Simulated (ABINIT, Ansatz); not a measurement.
# Quasiparticle gap of KNa3H4 (Pm-3m) in ABINIT, part 2 of 3

Aim: the G0W0 gap of KNa3H4 (Pm-3m) on LDA, step by step.

ABINIT 10.8.3; LDA and many-body steps on it, plane waves. Known limits of the many-body steps: not at the basis limit; coarse k mesh.

So far. Step 2 (Ground state): The gap is indirect, with the least direct gap 0.57 eV higher.

## Step 3: Bands along the symmetry lines

Level of this step: DFT, LDA, plane waves, norm-conserving pseudopotentials (ABINIT).

The cheap functional maps the bands first; the places of the edges decide which points the dearer methods must see.

The input, run.abi:

```
acell 3*1.0 Angstrom
rprim 
  5.118641000000 0.000000000000 0.000000000000
  0.000000000000 5.118641000000 0.000000000000
  0.000000000000 0.000000000000 5.118641000000
ntypat 3
znucl 19 11 1
natom 8
typat 1 2 2 2 3 3 3 3
xred 
  0.500000000000 0.500000000000 0.500000000000
  -0.000000000000 -0.000000000000 0.500000000000
  -0.000000000000 0.500000000000 -0.000000000000
  0.500000000000 -0.000000000000 -0.000000000000
  -0.000000000000 -0.000000000000 -0.000000000000
  0.500000000000 0.500000000000 -0.000000000000
  0.500000000000 -0.000000000000 0.500000000000
  -0.000000000000 0.500000000000 0.500000000000
pp_dirpath "pseudos"
pseudos "K.upf, Na.upf, H.upf"
ecut 38
iscf -2
irdden 1
kptopt 0
nkpt 26
kpt 
  0.00000000 0.00000000 0.00000000
  0.00000000 0.12500000 0.00000000
  0.00000000 0.25000000 0.00000000
  0.00000000 0.37500000 0.00000000
  0.00000000 0.50000000 0.00000000
  0.12500000 0.50000000 0.00000000
  0.25000000 0.50000000 0.00000000
  0.37500000 0.50000000 0.00000000
  0.50000000 0.50000000 0.00000000
  0.37500000 0.37500000 0.00000000
  0.25000000 0.25000000 0.00000000
  0.12500000 0.12500000 0.00000000
  0.00000000 0.00000000 0.00000000
  0.12500000 0.12500000 0.12500000
  0.25000000 0.25000000 0.25000000
  0.37500000 0.37500000 0.37500000
  0.50000000 0.50000000 0.50000000
  0.37500000 0.50000000 0.37500000
  0.25000000 0.50000000 0.25000000
  0.12500000 0.50000000 0.12500000
  0.00000000 0.50000000 0.00000000
  0.50000000 0.50000000 0.50000000
  0.50000000 0.50000000 0.37500000
  0.50000000 0.50000000 0.25000000
  0.50000000 0.50000000 0.12500000
  0.50000000 0.50000000 0.00000000
istwfk *1
nband 27
nbdbuf 2
tolwfr 1e-08
nstep 40
prtwf 0
prtvol 0
indata_prefix "in"
outdata_prefix "out"
tmpdata_prefix "tmp"
```

The run is started by

```
OMP_NUM_THREADS=1 mpirun -n 4 abinit run.abi > log
```

Numbers of over 12 decimals in the logs are rounded to 6 here.

The log of the run:

```text
.Version 10.8.3 of ABINIT. v10.8.2 released Aug 2026.

 Symmetries : space group Pm -3 m (#221); Bravais cP (primitive cubic)
[... echo of the input left out ...]
== DATASET  1 ==================================================================
-   mpi_nproc: 4, omp_nthreads: 1 (-1 if OMP is not activated)

--- !DatasetInfo
iteration_state: {dtset: 1, }
dimensions: {natom: 8, nkpt: 26, mband: 27, nsppol: 1, nspinor: 1, nspden: 1, mpw: 10135, }
cutoff_energies: {ecut:  38.0, pawecutdg:  -1.0, }
electrons: {nelect:   4.00000000E+01, charge:   0.00000000E+00, occopt:   1.00000000E+00, tsmear:   1.00000000E-02, }

 Real(R)+Recip(G) space primitive vectors, cartesian coordinates (Bohr,Bohr^-1):
 R(1)=  9.6728296  0.0000000  0.0000000  G(1)=  0.1033824  0.0000000  0.0000000
 R(2)=  0.0000000  9.6728296  0.0000000  G(2)=  0.0000000  0.1033824  0.0000000
 R(3)=  0.0000000  0.0000000  9.6728296  G(3)=  0.0000000  0.0000000  0.1033824
 Unit cell volume ucvol=  9.0502508E+02 bohr^3
 Angles (23,13,12)=  9.00000000E+01  9.00000000E+01  9.00000000E+01 degrees

 getcut: wavevector=  0.0000  0.0000  0.0000  ngfft=  54  54  54
         ecut(hartree)=     38.000   => boxcut(ratio)=   2.01179

--- Pseudopotential description ------------------------------------------------
- K Generated using ONCVPSP code by D. R. Hamann
- 19.00000   9.00000  180309                  znucl, zion, pspdat
12 -1012 2 -1 2170                            pspcod,pspxc,lmax,lloc,mmax
     nproj     2     2     2
  pspatm : epsatm=    8.21740868
         --- l  ekb(1:nproj) -->
             0   10.940065    0.829722
             1    4.437415    0.568178
             2   -3.386874   -1.066382
 pspatm: atomic psp has been read  and splines computed

- Na Generated using ONCVPSP code by D. R. Hamann
- 11.00000   9.00000  180309                  znucl, zion, pspdat
12 -1012 1 -1 1968                            pspcod,pspxc,lmax,lloc,mmax
     nproj     2     2     0
  pspatm : epsatm=    9.37365322
         --- l  ekb(1:nproj) -->
[...]
pspatm: atomic psp has been read  and splines computed

- H Generated using ONCVPSP code by D. R. Hamann
-  1.00000   1.00000  180309                  znucl, zion, pspdat
12 -1012 1 -1 1180                            pspcod,pspxc,lmax,lloc,mmax
     nproj     2     1     0
  pspatm : epsatm=    0.35439867
         --- l  ekb(1:nproj) -->
[...]
1   -0.275071
 pspatm: atomic psp has been read  and splines computed

--------------------------------------------------------------------------------

================================================================================
 prteigrs : about to open file out_EIG
 Non-SCF case, kpt    1 (  0.00000  0.00000  0.00000), residuals and eigenvalues=
  9.18E-09  5.10E-09  6.17E-09  8.62E-09  2.55E-09  3.41E-09  7.69E-09  3.15E-09
[...]
Non-SCF case, kpt   26 (  0.50000  0.50000  0.00000), residuals and eigenvalues=
[...]
-8.4539E-01 -4.5005E-01 -4.5005E-01 -4.4818E-01 -6.0590E-02 -5.1882E-02
 -4.0824E-02 -4.0824E-02  1.4833E-01  1.6576E-01  1.6576E-01  1.9263E-01
[...]
--- !ResultsGS
iteration_state: {dtset: 1, }
comment   : Summary of ground state results
lattice_vectors:
- [  9.6728296,   0.0000000,   0.0000000, ]
- [  0.0000000,   9.6728296,   0.0000000, ]
- [  0.0000000,   0.0000000,   9.6728296, ]
lattice_lengths: [   9.67283,    9.67283,    9.67283, ]
lattice_angles: [ 90.000,  90.000,  90.000, ] # degrees, (23, 13, 12)
lattice_volume:   9.0502508E+02
convergence: {deltae:  0.000E+00, res2:  0.000E+00, residm:  9.999E-09, diffor:  0.000E+00, }
etotal    :  -1.69110186E+02
entropy   :   0.00000000E+00
fermie    :  -8.57366857E-03
cartesian_stress_tensor: null
pressure_GPa: null
xred      :
- [  5.0000E-01,   5.0000E-01,   5.0000E-01,  K]
- [  0.0000E+00,   0.0000E+00,   5.0000E-01, Na]
- [  0.0000E+00,   5.0000E-01,   0.0000E+00, Na]
- [  5.0000E-01,   0.0000E+00,   0.0000E+00, Na]
- [ -0.0000E+00,  -0.0000E+00,  -0.0000E+00,  H]
- [  5.0000E-01,   5.0000E-01,   0.0000E+00,  H]
- [  5.0000E-01,   0.0000E+00,   5.0000E-01,  H]
- [  0.0000E+00,   5.0000E-01,   5.0000E-01,  H]
cartesian_forces: null
force_length_stats: {min: null, max: null, mean: null, }

 Integrated electronic density in atomic spheres:
 ------------------------------------------------
 Atom  Sphere_radius  Integrated_density
[...]
================================================================================

 ----iterations are completed or convergence reached----

 Mean square residual over all n,k,spin=   55.622E-10; max=  99.990E-10
 reduced coordinates (array xred) for    8 atoms
[...]
cartesian coordinates (angstrom) at end:
    1      2.559321     2.559321     2.559321
    2      0.000000     0.000000     2.559321
    3      0.000000     2.559321     0.000000
[...]
7      2.559321     0.000000     2.559321
    8      0.000000     2.559321     2.559321
 length scales=  1.889726125908  1.889726125908  1.889726125908 bohr
              =  1.000000000000  1.000000000000  1.000000000000 angstroms
 prteigrs : about to open file out_EIG
 Eigenvalues (hartree) for nkpt=  26  k points:
 kpt#   1, nband= 27, wtk=  1.00000, kpt=  0.0000  0.0000  0.0000 (reduced coord)
[...]
kpt#   2, nband= 27, wtk=  1.00000, kpt=  0.0000  0.1250  0.0000 (reduced coord)
[...]
kpt#   3, nband= 27, wtk=  1.00000, kpt=  0.0000  0.2500  0.0000 (reduced coord)
[...]
kpt#  25, nband= 27, wtk=  1.00000, kpt=  0.5000  0.5000  0.1250 (reduced coord)
[...]
0.22228    0.22228    0.23891
 kpt#  26, nband= 27, wtk=  1.00000, kpt=  0.5000  0.5000  0.0000 (reduced coord)
[...]
-0.84592   -0.84592   -0.84591   -0.84539   -0.84539   -0.45005   -0.45005   -0.44818
  -0.06059   -0.05188   -0.04082   -0.04082    0.14833    0.16576    0.16576    0.19263
   0.19263    0.20085    0.22203

== END DATASET(S) ==============================================================
================================================================================

 -outvars: echo values of variables after computation  --------
            nband          27
             nkpt          26
          spgroup         221
 [... the other variables as echoed above ...]

 Calculation completed.
```

Wall time 29 s (4 MPI ranks of Arm Neoverse V2, shared host); peak memory 0.41 GiB.

Numbers from this step:

```yaml
gap: 2.594 eV
k_of_the_valence_top: 0, 0.5, 0
k_of_the_conduction_bottom: 0.5, 0.5, 0.5
least_direct_gap: 3.160 eV
```

The gap is 2.594 eV, as in the run before at this level.

The electronic bands at the labelled points (eV, zero at the top of the highest filled band):

```csv
point,band 17,band 18,band 19,band 20,band 21,band 22,band 23,band 24
Γ,-3.31,-0.63,-0.63,-0.24,4.25,4.25,4.25,7.14
halfway,-2.98,-1.03,-0.55,-0.20,4.38,4.38,4.81,6.43
X,-2.13,-2.05,-0.48,0.00,4.57,4.57,5.90,5.90
halfway,-1.88,-1.74,-0.55,-0.32,4.17,4.86,4.98,5.55
M,-1.42,-1.18,-0.88,-0.88,4.27,4.74,4.74,5.47
halfway,-2.65,-0.90,-0.76,-0.33,4.49,4.57,4.59,5.73
Γ,-3.31,-0.63,-0.63,-0.24,4.25,4.25,4.25,7.14
halfway,-2.34,-0.71,-0.65,-0.65,3.81,3.81,4.78,6.33
R,-1.10,-0.57,-0.57,-0.57,2.59,2.59,2.59,4.65
halfway,-1.66,-1.43,-0.53,-0.43,3.27,3.81,4.34,5.80
X,-2.13,-2.05,-0.48,0.00,4.57,4.57,5.90,5.90
jump to R,-1.10,-0.57,-0.57,-0.57,2.59,2.59,2.59,4.65
halfway,-1.27,-0.90,-0.74,-0.74,3.26,3.31,3.31,5.23
M,-1.42,-1.18,-0.88,-0.88,4.27,4.74,4.74,5.47
```

The electronic bands as a text plot (rows in eV, shown from -8.0 to 5.5 only):

```
    5.2 |     +  +++++++++++              ++++  +++   ++    ++  +
    4.6 | +++++++++++++++++++++++   ++++++    ++        ++++    +
    4.1 |+++       +++++++++  ++++++++++++         +++++      +++
    3.5 |                                 ++++     +++      ++
    2.9 |                                 ++++  +++        +
    2.4 |                                     ++
    1.8 |
    1.3 |
    0.7 |
    0.1 |     *****                                     ***
   -0.4 |**************  ***********************************
   -1.0 |   **       *********         ************        ******
   -1.5 |     *    ******                 ****     ***      *****
   -2.1 |      ******    ***           ***            *****
   -2.7 |     *             **
   -3.2 |*****                *********
   -3.8 |
   -4.4 |
   -4.9 |
   -5.5 |
   -6.0 |
   -6.6 |
   -7.2 |
   -7.7 |
         Γ      X      M          Γ            R        X|R     M
```

## Step 4: Empty states on the mesh, 2×2×2 mesh, 259 bands

The sums over transitions need many empty states on a uniform mesh; this step solves for them.

The input, run.abi:

```
acell 3*1.0 Angstrom
rprim 
  5.118641000000 0.000000000000 0.000000000000
  0.000000000000 5.118641000000 0.000000000000
  0.000000000000 0.000000000000 5.118641000000
ntypat 3
znucl 19 11 1
natom 8
typat 1 2 2 2 3 3 3 3
xred 
  0.500000000000 0.500000000000 0.500000000000
  -0.000000000000 -0.000000000000 0.500000000000
  -0.000000000000 0.500000000000 -0.000000000000
  0.500000000000 -0.000000000000 -0.000000000000
  -0.000000000000 -0.000000000000 -0.000000000000
  0.500000000000 0.500000000000 -0.000000000000
  0.500000000000 -0.000000000000 0.500000000000
  -0.000000000000 0.500000000000 0.500000000000
pp_dirpath "pseudos"
pseudos "K.upf, Na.upf, H.upf"
ecut 38
ngkpt 2 2 2
nshiftk 1
shiftk 0 0 0
kptopt 1
chksymbreak 0
iscf -2
irdden 1
istwfk *1
nband 259
nbdbuf 22
tolwfr 1e-09
nstep 60
prtvol 0
indata_prefix "in"
outdata_prefix "out"
tmpdata_prefix "tmp"
```

The log of the run:

```text
.Version 10.8.3 of ABINIT. v10.8.2 released Aug 2026.

 Symmetries : space group Pm -3 m (#221); Bravais cP (primitive cubic)
[... echo of the input left out ...]
== DATASET  1 ==================================================================
-   mpi_nproc: 4, omp_nthreads: 1 (-1 if OMP is not activated)

--- !DatasetInfo
iteration_state: {dtset: 1, }
dimensions: {natom: 8, nkpt: 4, mband: 259, nsppol: 1, nspinor: 1, nspden: 1, mpw: 10131, }
cutoff_energies: {ecut:  38.0, pawecutdg:  -1.0, }
electrons: {nelect:   4.00000000E+01, charge:   0.00000000E+00, occopt:   1.00000000E+00, tsmear:   1.00000000E-02, }

 Real(R)+Recip(G) space primitive vectors, cartesian coordinates (Bohr,Bohr^-1):
 R(1)=  9.6728296  0.0000000  0.0000000  G(1)=  0.1033824  0.0000000  0.0000000
 R(2)=  0.0000000  9.6728296  0.0000000  G(2)=  0.0000000  0.1033824  0.0000000
 R(3)=  0.0000000  0.0000000  9.6728296  G(3)=  0.0000000  0.0000000  0.1033824
 Unit cell volume ucvol=  9.0502508E+02 bohr^3
 Angles (23,13,12)=  9.00000000E+01  9.00000000E+01  9.00000000E+01 degrees

 getcut: wavevector=  0.0000  0.0000  0.0000  ngfft=  54  54  54
         ecut(hartree)=     38.000   => boxcut(ratio)=   2.01179

--- Pseudopotential description ------------------------------------------------
- K Generated using ONCVPSP code by D. R. Hamann
- 19.00000   9.00000  180309                  znucl, zion, pspdat
12 -1012 2 -1 2170                            pspcod,pspxc,lmax,lloc,mmax
     nproj     2     2     2
  pspatm : epsatm=    8.21740868
         --- l  ekb(1:nproj) -->
             0   10.940065    0.829722
             1    4.437415    0.568178
             2   -3.386874   -1.066382
 pspatm: atomic psp has been read  and splines computed

- Na Generated using ONCVPSP code by D. R. Hamann
- 11.00000   9.00000  180309                  znucl, zion, pspdat
12 -1012 1 -1 1968                            pspcod,pspxc,lmax,lloc,mmax
     nproj     2     2     0
  pspatm : epsatm=    9.37365322
         --- l  ekb(1:nproj) -->
[...]
pspatm: atomic psp has been read  and splines computed

- H Generated using ONCVPSP code by D. R. Hamann
-  1.00000   1.00000  180309                  znucl, zion, pspdat
12 -1012 1 -1 1180                            pspcod,pspxc,lmax,lloc,mmax
     nproj     2     1     0
  pspatm : epsatm=    0.35439867
         --- l  ekb(1:nproj) -->
[...]
1   -0.275071
 pspatm: atomic psp has been read  and splines computed

--------------------------------------------------------------------------------

================================================================================
 prteigrs : about to open file out_EIG
 Non-SCF case, kpt    1 (  0.00000  0.00000  0.00000), residuals and eigenvalues=
  6.14E-10  4.05E-10  5.84E-10  8.04E-11  9.04E-11  1.66E-10  3.60E-10  1.00E-10
  1.02E-10  8.09E-10  2.24E-10  3.22E-10  9.41E-10  9.98E-11  2.01E-10  5.12E-10
  3.81E-10  3.75E-10  5.54E-10  5.10E-10  8.01E-11  2.89E-10  5.56E-10  3.98E-11
[...]
-1.8565E+00 -1.8564E+00 -1.8564E+00 -1.0451E+00 -8.4659E-01 -8.4659E-01
 -8.4659E-01 -8.4582E-01 -8.4582E-01 -8.4582E-01 -8.4535E-01 -8.4535E-01
 -8.4535E-01 -4.4828E-01 -4.4828E-01 -4.4828E-01 -1.3033E-01 -3.1569E-02
[...]
2.7872E+00  2.8028E+00  2.8028E+00  2.8028E+00  2.8125E+00  2.8125E+00
  2.8256E+00  2.8256E+00  2.8257E+00  2.8385E+00  2.8527E+00  2.8529E+00
  2.8645E+00
 prteigrs : prtvol=0 or 1, do not print more k-points.

--- !ResultsGS
iteration_state: {dtset: 1, }
comment   : Summary of ground state results
lattice_vectors:
- [  9.6728296,   0.0000000,   0.0000000, ]
- [  0.0000000,   9.6728296,   0.0000000, ]
- [  0.0000000,   0.0000000,   9.6728296, ]
lattice_lengths: [   9.67283,    9.67283,    9.67283, ]
lattice_angles: [ 90.000,  90.000,  90.000, ] # degrees, (23, 13, 12)
lattice_volume:   9.0502508E+02
convergence: {deltae:  0.000E+00, res2:  0.000E+00, residm:  9.825E-10, diffor:  0.000E+00, }
etotal    :  -1.69110186E+02
entropy   :   0.00000000E+00
fermie    :  -8.57366857E-03
cartesian_stress_tensor: null
pressure_GPa: null
xred      :
- [  5.0000E-01,   5.0000E-01,   5.0000E-01,  K]
- [  0.0000E+00,   0.0000E+00,   5.0000E-01, Na]
- [  0.0000E+00,   5.0000E-01,   0.0000E+00, Na]
- [  5.0000E-01,   0.0000E+00,   0.0000E+00, Na]
- [ -0.0000E+00,  -0.0000E+00,  -0.0000E+00,  H]
- [  5.0000E-01,   5.0000E-01,   0.0000E+00,  H]
- [  5.0000E-01,   0.0000E+00,   5.0000E-01,  H]
- [  0.0000E+00,   5.0000E-01,   5.0000E-01,  H]
cartesian_forces: null
force_length_stats: {min: null, max: null, mean: null, }

 Integrated electronic density in atomic spheres:
 ------------------------------------------------
 Atom  Sphere_radius  Integrated_density
[...]
================================================================================

 ----iterations are completed or convergence reached----

 Mean square residual over all n,k,spin=   40.172E-11; max=  98.252E-11
 reduced coordinates (array xred) for    8 atoms
[...]
0.000000000000      0.500000000000      0.500000000000

 cartesian coordinates (angstrom) at end:
    1      2.559321     2.559321     2.559321
    2      0.000000     0.000000     2.559321
    3      0.000000     2.559321     0.000000
[...]
7      2.559321     0.000000     2.559321
    8      0.000000     2.559321     2.559321
 length scales=  1.889726125908  1.889726125908  1.889726125908 bohr
              =  1.000000000000  1.000000000000  1.000000000000 angstroms
 prteigrs : about to open file out_EIG
 Eigenvalues (hartree) for nkpt=   4  k points:
 kpt#   1, nband=259, wtk=  0.12500, kpt=  0.0000  0.0000  0.0000 (reduced coord)
[...]
2.77061    2.78329    2.78329    2.78329    2.78717    2.78717    2.78717    2.80275
   2.80275    2.80276    2.81249    2.81250    2.82562    2.82562    2.82565    2.83850
   2.85268    2.85291    2.86450
 prteigrs : prtvol=0 or 1, do not print more k-points.

== END DATASET(S) ==============================================================
================================================================================

 -outvars: echo values of variables after computation  --------
            nband         259
             nkpt           4
          spgroup         221
 [... the other variables as echoed above ...]

 Calculation completed.
```

Run time: 1.9 min. Hardware: 4 MPI ranks; peak memory 0.5 GiB; 7.7 min of CPU time.

This step gave:

```yaml
gap: 2.594 eV
k_of_the_valence_top: 0.5, 0, 0
k_of_the_conduction_bottom: 0.5, 0.5, 0.5
least_direct_gap: 3.160 eV
k_points_computed: 4
lowest_point_of_the_top_converged_band_above_the_valence_top: 73.9676 eV
```

On this mesh the gap is 2.594 eV.

## Step 5: Screening, 2×2×2 mesh, 237 bands, screening to 176.9 eV

The RPA dielectric matrix is built and inverted for each q.

This step: RPA screening on LDA, plane waves, norm-conserving pseudopotentials.

Edit run.abi of step 4 so:

```diff
@@ -26,10 +26,11 @@
 chksymbreak 0
-iscf -2
-irdden 1
 istwfk *1
-nband 259
-nbdbuf 22
-tolwfr 1e-09
-nstep 60
-prtvol 0
+occopt 1
+irdwfk 1
+optdriver 3
+nband 237
+ecuteps 6.5
+inclvkb 2
+awtr 1
+symchi 1
 indata_prefix "in"
```

The log of the run:

```text
.Version 10.8.3 of ABINIT. v10.8.2 released Aug 2026.

 Symmetries : space group Pm -3 m (#221); Bravais cP (primitive cubic)
[... echo of the input left out ...]
== DATASET  1 ==================================================================
-   mpi_nproc: 4, omp_nthreads: 1 (-1 if OMP is not activated)

--- !DatasetInfo
iteration_state: {dtset: 1, }
dimensions: {natom: 8, nkpt: 4, mband: 237, nsppol: 1, nspinor: 1, nspden: 1, mpw: 10131, }
cutoff_energies: {ecut:  38.0, pawecutdg:  -1.0, }
electrons: {nelect:   4.00000000E+01, charge:   0.00000000E+00, occopt:   1.00000000E+00, tsmear:   1.00000000E-02, }

 SCREENING: Calculation of the susceptibility and dielectric matrices

 Based on a program developped by R.W. Godby, V. Olevano, G. Onida, and L. Reining.
 Incorporated in ABINIT by V. Olevano, G.-M. Rignanese, and M. Torrent.
.Using double precision arithmetic ; gwpc =  8

[... cell and pseudopotentials left out ...]
--------------------------------------------------------------------------------

 ==== K-mesh for the wavefunctions ====
 Number of points in the irreducible wedge :     4
[... list of points left out ...]
 Together with 48 symmetry operations and time-reversal symmetry
 yields     8 points in the full Brillouin Zone.

 ==== Q-mesh for the screening function ====
 Number of points in the irreducible wedge :     4
[... list of points left out ...]
 Together with 48 symmetry operations and time-reversal symmetry
 yields     8 points in the full Brillouin Zone.

 setmesh: FFT mesh size selected  =    40x   40x   40
          total number of points  =        64000

 vcoul_init : cutoff-mode = AUXILIARY_FUNCTION
 q-points for optical limit:   1
     1)      0.000010    0.000020    0.000030

- screening: taking advantage of time-reversal symmetry
- Maximum band index for partially occupied states nbvw = 20
- Remaining bands to be divided among processors   nbcw = 217
- Number of bands treated by each node ~54

 Number of electrons calculated from density =   40.0000; Expected =   40.0000
 average of density, n =  0.044198
 r_s =    1.7546
 omega_plasma =   20.2794 [eV]

 calculating chi0 at frequencies [eV] :
  1    0.000000E+00    0.000000E+00
  2    0.000000E+00    2.027941E+01

--------------------------------------------------------------------------------
  q-point number  1        q = ( 0.000000, 0.000000, 0.000000) [r.l.u.]
--------------------------------------------------------------------------------
[... chi0 elements left out ...]
 For q-point:  0.000010 0.000020 0.000030
  dielectric constant =   3.2955
  dielectric constant without local fields =   3.6988

  Average fulfillment of the sum rule on Im[epsilon] for q-point    1 :     58.94  [%]
[... wings left out ...]
  q-point number  2        q = ( 0.500000, 0.000000, 0.000000) [r.l.u.]
--------------------------------------------------------------------------------
[... chi0 elements left out ...]
  Average fulfillment of the sum rule on Im[epsilon] for q-point    2 :     62.37  [%]

 [... 2 further q-points ...]
```

Run time: 56 s. Hardware: 4 MPI ranks; peak memory 2.1 GiB.

This step gave:

```yaml
eps_infinity_with_local_fields_on_this_mesh_along_the_program_s_q_direction: 3.296
the_same_without_local_fields: 3.699
plasma_frequency: 20.28 eV
plane_waves_in_the_screening_matrix: 739
```

Local fields lower ε∞ by 11 %. On a Γ-centred mesh this coarse the value itself is usually too large, while a short band sum pulls it down.

(Part 2 of 3 ends here.)

[Paths, hosts, dates, memory and timing lines, banners, echoed tables and standing remarks are left out of the program output.]

[Logs are printed without paths, hosts, clocks, repeated set-up lines and the standing remarks that a program may print on its own settings, such as how far it seeks lower states.]

[Runs of the session that timed out or met a known fault of the program may be left out.]

[Hosts, paths, dates, database ids (printed as entryN), source tags and the programs' standing remarks are cut or masked in the printed files.]

[G0W0 gaps are taken among the corrected bands and points alone; a level outside them can change the order at an edge.]

[Where Ansatz stands beside ABINIT at settings called matched, ABINIT's density can come from a denser mesh and the files from another edition; pairs whose starting gaps differed by over 0.03 eV were left out, so agreement reads better than it is.]
